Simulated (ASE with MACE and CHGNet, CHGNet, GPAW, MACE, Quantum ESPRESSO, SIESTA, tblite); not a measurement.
# Machine-learned potentials on random packing of P45S55 (at. %) (78 atoms): settings against a plane-wave reference

Aim: run random packing of P45S55 (at. %) (78 atoms) in machine-learned potentials and see how near its forces come to a plane-wave reference, and at what cost.

Calculated with ASE with MACE and CHGNet; the method is named at each step.

## Step 1: Set-up

The cell holds 78 atoms: 35 P and 43 S. Cell: a = 12.566 Å, b = 12.566 Å, c = 12.566 Å, α = 90.0°, β = 90.0°, γ = 90.0°. 78 atoms (35 P, 43 S) packed at random in a cube at 2.06 g/cm³ and pushed apart as soft spheres; a start for melting by ab initio MD, not an equilibrated structure. Then every atom was moved at random, 0.02 Å r.m.s. a Cartesian component.

The yardstick, on the same geometry:

| Item | Value |
| --- | --- |
| method | Kohn-Sham DFT, PBE, SSSP efficiency 1.3.0 pseudopotentials, plane waves (Quantum ESPRESSO 7.5); sssp-pbe-1.3.0-efficiency, cutoffs 45/360 Ry, Γ point |
| r.m.s. force component | 0.9011 eV/Å |
| longest force | 2.535 eV/Å |
| pressure | -9.756 GPa |
| time | 9.5 min on 4 MPI ranks of Arm Neoverse V2, shared host |
| CPU time | 38 min |

## Step 2: MACE MP-0b3 medium potential

Method: machine-learned interatomic potential MACE MP-0b3 medium, trained on PBE(+U) plane-wave data.

The input, run.py:

```python
import numpy as np
from ase.io import read
import mlip  # loads the published weights by name

atoms = read("structure.xyz")
atoms.calc = mlip.calc("mace-mp-0b3-medium")
energy = atoms.get_potential_energy()
forces = atoms.get_forces()
print(f"energy {energy:.6f} eV")
print("forces (eV/A)")
for i, (a, f) in enumerate(zip(atoms, forces)):
    print(f"{i:4d} {a.symbol:2s} {f[0]:10.5f} {f[1]:10.5f} {f[2]:10.5f}")
stress = -atoms.get_stress(voigt=False) * 160.21766
print("stress (GPa, compression positive)")
for row in stress:
    print(" ".join(f"{x:10.4f}" for x in row))
```

The input, structure.xyz:

```xyz
78
Lattice="12.56590 0.00000 0.00000 0.00000 12.56590 0.00000 0.00000 0.00000 12.56590" Properties=species:S:1:pos:R:3 pbc="T T T"
P 9.03878 5.12136 11.75465
P 11.87804 5.99632 10.71080
P 2.59561 1.61183 9.07911
P 1.82218 10.70929 6.75631
P 4.98502 10.30341 7.12122
P 1.78473 10.04405 1.52449
P 7.22489 3.25369 11.98875
P 12.07621 2.07513 7.97646
P 9.64847 1.05528 7.53074
P 5.07926 6.71434 8.91023
P 0.68132 0.17102 0.15230
P 3.60289 8.21056 2.03970
P 1.37031 4.34428 9.14370
P 2.45977 6.89189 10.33080
P 8.13805 5.70253 8.81020
P 12.02557 7.22250 4.68444
P 6.55839 6.43575 0.99836
P 10.40142 1.62238 0.15795
P 4.55036 7.69762 11.48976
P 2.28159 0.29743 3.07563
P 2.45802 0.93201 6.20718
P 4.61332 4.48263 0.30120
P 8.02609 11.24296 2.61898
P 4.60616 0.52551 7.45258
P 10.11178 1.91919 9.62762
P 12.22989 12.29900 3.78611
P 6.58981 3.52499 6.63517
P 2.13470 8.55738 5.17929
P 11.03877 9.44893 4.77291
P 7.21496 2.51695 2.36566
P 7.58918 8.21533 12.26733
P 1.76425 7.42695 7.52057
P 5.00186 6.67413 5.68569
P 9.60399 11.24573 5.25343
P 11.25905 11.84713 7.33120
S 11.59606 3.58782 11.92893
S 0.61661 7.94944 12.06377
S 0.56936 2.47259 1.46631
S 4.83863 1.04108 2.37533
S 8.58000 0.20520 10.45558
S 0.87145 2.73698 4.22767
S 7.29161 5.91565 6.34993
S 11.11353 2.81325 4.84353
S 5.10213 0.27607 4.70404
S 8.99543 10.11743 8.19749
S 11.81458 9.69509 9.01955
S 10.30680 4.97786 7.34979
S 6.93072 8.74926 5.00688
S 11.91122 6.88611 2.14575
S 4.02461 4.20028 7.90106
S 5.39844 9.87579 0.41744
S 3.93024 4.83624 3.19551
S 11.18302 7.29400 7.20705
S 6.95560 11.29700 5.49331
S 2.47837 6.15201 1.89645
S 1.22681 4.78384 0.01646
[... 18 atom lines left out ...]
S 9.16142 1.47599 3.54308
S 1.96933 3.47812 6.94894
S 5.51593 9.93787 2.90448
S 5.23093 10.47770 9.64584
```

The run is started by

```console
OMP_NUM_THREADS=1 python run.py > output.txt
```

What it wrote:

```text
energy -300.131209 eV
forces (eV/A)
   0 P     0.02233   -0.25853    0.91204
   1 P     0.89620   -0.08597    0.80755
   2 P     0.86603   -0.58626    1.37307
   3 P     1.01377   -0.92786   -1.03133
   4 P    -0.38642    1.27548    1.55199
   5 P     0.77861   -0.69902    0.81878
   6 P    -0.20842    0.59199   -0.52385
   7 P    -2.12757   -0.58989    0.27777
   8 P     1.63519    0.46007    0.82287
   9 P     1.10684    1.29582    0.73579
  10 P    -0.36802    1.79837    1.38658
  11 P    -1.51287   -0.35508   -0.94106
  12 P     0.14171   -0.54140    0.40213
  13 P     0.15421    0.52108    0.34015
  14 P    -0.16710    0.79046   -1.29970
  15 P     0.11158   -0.22477    0.05938
  16 P    -0.32512    0.40546   -1.47794
  17 P     1.44030    1.19813   -1.00709
  18 P    -0.66023   -0.76669   -0.58241
  19 P    -1.28034   -1.14428    0.45554
  20 P     0.93677   -0.70746    0.87783
  21 P     1.49041    1.10690    0.66231
  22 P    -0.53665   -0.26053    1.69076
  23 P    -1.53201   -0.65478   -0.96484
[...]
70 S    -0.41036    0.44515   -1.54450
  71 S    -0.18698    0.03329   -0.03808
  72 S    -1.18057    0.33502   -0.12465
  73 S     0.68603    0.20026    0.23523
  74 S    -1.19770    0.26758   -0.87760
  75 S     1.01087    0.91780    1.14569
  76 S     1.67373    0.30908   -1.62922
  77 S    -1.09226    0.07636   -1.81687
stress (GPa, compression positive)
   -8.7952    -0.5584    -0.4661
   -0.5584    -9.3455    -0.3571
   -0.4661    -0.3571    -9.4546
```

Wall time 7.3 s (1 thread of Arm Neoverse V2, shared host); peak memory 0.84 GiB.

Banners, paths, timers and routine set-up lines are dropped from the logs unmarked, and long logs keep their key lines alone; longer cuts are marked.

Numbers from this run, and their distance from the reference:

| Property | Result |
| --- | --- |
| r.m.s. force component | 0.9034 eV/Å |
| r.m.s. difference of force components | 310.9 meV/Å |
| longest difference of force vectors | 1287 meV/Å |
| force difference over r.m.s. force | 34.5 % |
| slope of forces against the reference's | 0.943 |
| correlation of force components | 0.9406 |
| pressure | -9.198 GPa |
| pressure difference | 0.5579 GPa |

Length of the force difference by element (eV/Å):

```tsv
element	atoms	mean	most
P	35	0.48	1.3
S	43	0.51	1.2
```

Local excerpt of 9 atoms (numbers count through the whole input) about S71, which has 2 bonded neighbours where the commonest count for S is 0; x, y, z are measured from there.

```tsv
atom	x	y	z	distance (Å)	bonds	Fx	Fy	Fz (eV/Å)
S71	0.00	0.00	0.00	0.00	2	-0.41	0.45	-1.54
P3	0.74	-1.09	-1.91	2.32	3	0.87	-0.59	1.37
P13	-0.48	1.65	-1.85	2.52	2	0.14	-0.54	0.40
S63	2.47	0.17	-0.98	2.66	1	0.33	-0.51	-0.92
S56	-0.63	2.09	1.59	2.70	0	-0.37	0.26	-0.19
S36	-2.82	0.89	0.94	3.10	1	-0.62	-1.16	0.47
P11	-1.17	-2.53	1.73	3.28	0	-0.37	1.80	1.39
S38	-1.28	-0.23	3.04	3.31	0	0.07	-1.94	-0.66
P22	2.76	1.78	1.88	3.78	0	1.49	1.11	0.66
```

Atoms are counted from 1 here, from 0 in the log.

Forces lie 35 % from the reference's, at 0.0032 times its CPU time (on 1 against 4 cores).

## Step 3: MACE MP-0b2 small potential

Method: machine-learned interatomic potential MACE MP-0b2 small, trained on PBE(+U) plane-wave data.

Changes to run.py since step 2:

```diff
@@ -5,3 +5,3 @@
 atoms = read("structure.xyz")
-atoms.calc = mlip.calc("mace-mp-0b3-medium")
+atoms.calc = mlip.calc("mace-mp-0b2-small")
 energy = atoms.get_potential_energy()
```

structure.xyz is that of step 2.

What it wrote:

```text
energy -307.476816 eV
forces (eV/A)
   0 P    -0.46798    0.08010    1.49591
   1 P     0.48244   -0.44003    1.17224
   2 P     1.14229   -1.44694    1.77097
   3 P     0.64418   -0.29297    0.10730
   4 P     0.50557    0.90706    1.87008
   5 P     0.55549   -0.23695    0.26518
   6 P    -0.24001    0.55847   -0.54291
   7 P    -1.58124   -1.19152   -0.00887
   8 P     1.58575    0.59927    0.90761
   9 P     0.75624    0.75672    0.83505
  10 P     0.01090    0.77096    0.64581
  11 P    -0.24126   -0.32421   -0.62865
  12 P    -0.23440    0.39192    0.27245
  13 P     0.81474    0.52238    0.44477
  14 P     0.08739    1.04119   -1.81746
  15 P    -0.74691   -0.38000   -0.40177
  16 P    -0.15897    0.23290   -1.17618
  17 P     0.40198    0.33978   -0.31834
  18 P    -0.92307   -0.15499   -0.44172
  19 P     0.18976   -0.62101    0.09827
  20 P     1.07153   -0.39030    1.06167
  21 P     1.08431    0.16256   -0.39701
  22 P    -1.01018   -0.64335    0.99477
  23 P    -1.36806   -0.21693   -1.08289
[...]
70 S    -0.50598    0.85560   -1.40955
  71 S    -0.03661   -1.02454    0.00358
  72 S    -0.69912    0.75537   -0.41927
  73 S    -0.07390    0.37629   -0.20717
  74 S    -0.86688    0.42822   -0.60656
  75 S     0.80422    0.50553    0.81722
  76 S     1.38268    0.33385   -1.45575
  77 S    -0.80944   -0.48668   -1.83406
stress (GPa, compression positive)
   -5.4980    -0.7822    -0.7081
   -0.7822    -6.3757    -0.2190
   -0.7081    -0.2190    -6.7949
```

Wall time 5.9 s (1 thread); peak memory 0.67 GiB.

Compared with the plane-wave run:

| Quantity | Value |
| --- | --- |
| r.m.s. force component | 0.8185 eV/Å |
| r.m.s. difference of force components | 457.2 meV/Å |
| longest difference of force vectors | 1539 meV/Å |
| force difference over r.m.s. force | 50.74 % |
| slope of forces against the reference's | 0.7837 |
| correlation of force components | 0.8629 |
| pressure | -6.223 GPa |
| pressure difference | 3.533 GPa |

Against the first run (35 %), the force difference from the reference is 51 %, at 0.81 times the CPU time.

## Step 4: CHGNet r2SCAN potential

Method: machine-learned interatomic potential CHGNet r2SCAN, trained on r2SCAN plane-wave data.

Changes to run.py since step 3:

```diff
@@ -5,3 +5,3 @@
 atoms = read("structure.xyz")
-atoms.calc = mlip.calc("mace-mp-0b2-small")
+atoms.calc = mlip.calc("chgnet-r2scan")
 energy = atoms.get_potential_energy()
```

structure.xyz is that of step 3.

What it wrote:

```text
CHGNet vr2scan initialized with 412,525 parameters
CHGNet will run on cpu
energy -601.235535 eV
forces (eV/A)
   0 P    -0.00446   -0.19894    1.10543
   1 P     0.96570    0.30309    0.96061
   2 P     1.37469   -0.60220    1.77829
   3 P     0.98755   -0.85636   -0.86309
   4 P     0.25837    2.01708    1.88335
   5 P     0.80678   -0.42267    0.87080
   6 P     0.02617    0.22600   -0.39708
   7 P    -1.45452   -0.54932    0.22085
   8 P     1.24500    0.82315    0.36778
   9 P     1.41548    1.60373    1.21718
  10 P    -0.24732    1.09385    1.37483
  11 P    -1.31369    0.18941   -0.80251
  12 P     0.29530   -0.78842   -0.23833
  13 P     0.09805    0.71939    0.33456
  14 P    -0.14613    1.17321   -1.51703
  15 P     0.05685   -0.70221    0.04013
  16 P    -0.02419    0.72248   -1.60057
  17 P     1.30897    0.88129   -0.58778
  18 P     0.23230   -0.56098   -0.46323
  19 P    -0.10171   -0.86563    0.05504
  20 P     0.94087   -0.25968    0.82691
  21 P     1.12830    0.49975    0.75802
  22 P    -0.55545   -0.23684    1.32997
  23 P    -1.32981   -0.99722   -1.56131
[...]
70 S     0.11266    0.36968   -1.89211
  71 S    -0.06664   -1.33217   -0.71521
  72 S    -0.90516   -0.10560   -1.20206
  73 S     1.23858   -0.04385    0.20738
  74 S    -1.34550    0.84109   -0.97446
  75 S     0.98581    0.40739    1.94458
  76 S     0.40224   -0.43921   -1.76480
  77 S    -1.83840    1.11443   -2.40229
stress (GPa, compression positive)
   -9.5944    -0.8306    -0.5648
   -0.8306   -10.3650    -0.4847
   -0.5648    -0.4847    -9.8480
```

The job ended after 3 s (1 thread; peak memory 0.64 GiB).

Compared with the plane-wave run:

```
r.m.s. force component                  : 1.061 eV/Å
r.m.s. difference of force components   : 521.4 meV/Å
longest difference of force vectors     : 1787 meV/Å
force difference over r.m.s. force      : 57.87 %
slope of forces against the reference's : 1.026
correlation of force components         : 0.8712
pressure                                : -9.936 GPa
pressure difference                     : -0.1795 GPa
```

Against the first run (35 %), the force difference from the reference is 58 %, at 0.41 times the CPU time; this potential was trained at another functional than the reference's, which explains only part of so large a difference.

## Step 5: The ladder

Differences are against the plane-wave reference, forces as r.m.s. over components; share is that over the reference's r.m.s. force, slope the least-squares factor from reference forces to these. Total energies of different programs have different zeros and aren't compared.

```tsv
run	Δ force, r.m.s. (meV/Å)	share (%)	slope	Δ pressure (GPa)	cores	CPU time	memory (GiB)
reference	-	-	-	-	4	38 min	5.0
MACE MP-0b3 medium potential	311	34.5	0.943	0.558	1	7.3 s	0.84
MACE MP-0b2 small potential	457	50.7	0.784	3.53	1	5.9 s	0.67
CHGNet r2SCAN potential	521	57.9	1.026	-0.179	1	3 s	0.64
```

Times of the machine-learned potentials are mostly Python's start and the loading of weights.

CPU time is summed over cores on a shared host, where runs went side by side, so it is rough. Symmetry, cutoffs, thresholds, outputs and thread counts weren't matched or tuned between programs; memory under MPI is the largest rank's times the ranks.

A second geometry, displaced anew (every atom was moved at random, 0.04 Å r.m.s. a Cartesian component), gives an energy difference that all programs can be tested on. The reference puts it at -3.268 meV/atom.

```tsv
run	energy less the first geometry's (meV/atom)	error (meV/atom)	force share at the second geometry (%)
MACE MP-0b3 medium potential	-2.688	0.580	36.4
MACE MP-0b2 small potential	-1.401	1.87	51.9
CHGNet r2SCAN potential	-10.98	-7.71	60.3
```

## Step 6: What came out

```yaml
nearest_in_forces: MACE MP-0b3 medium potential, 35 %
its_cpu_time: 7.3 s
```

What this shows: Machine-learned potentials differ by 35 % (MACE MP-0b3 medium potential) to 58 % (CHGNet r2SCAN potential); they were trained on other programs' data, some at another functional. Among those trained on PBE data the slope goes as low as 0.78, with a correlation of 0.86, so directions differ as well as sizes. The energy difference between the two geometries, -3.27 meV/atom in the reference, is met best by MACE MP-0b3 medium potential (+0.58) and worst by CHGNet r2SCAN potential (-7.71). The reference's pressure holds the uncorrected Pulay stress of its 45 Ry basis, so small pressure differences, and their order, may be the reference's own error. The electron count is odd in QE PBE, sssp-1.3.0-efficiency, 45/360 Ry, and they have no spin polarisation, so the unpaired electron is spread evenly over both spins. Machine-learned potentials mimic data converged in k, so the reference's own k-point error enters their differences. The reference's pressure of -9.8 GPa belongs to a cell and atoms that aren't relaxed at this level. The electronic-structure runs sample only Γ, in a cell whose shortest periodic width is 13 Å, which is coarse for a cell with partly filled levels.

[Also dropped from logs without a mark: logging warnings of Python, and SIESTA's first energy breakdown and zero terms.]

[Logs are printed without paths, hosts, clocks, repeated set-up lines and the standing remarks that a program may print on its own settings, such as how far it seeks lower states.]

[Hosts, paths, dates, database ids (printed as entryN), source tags and the programs' standing remarks are cut or masked in the printed files.]
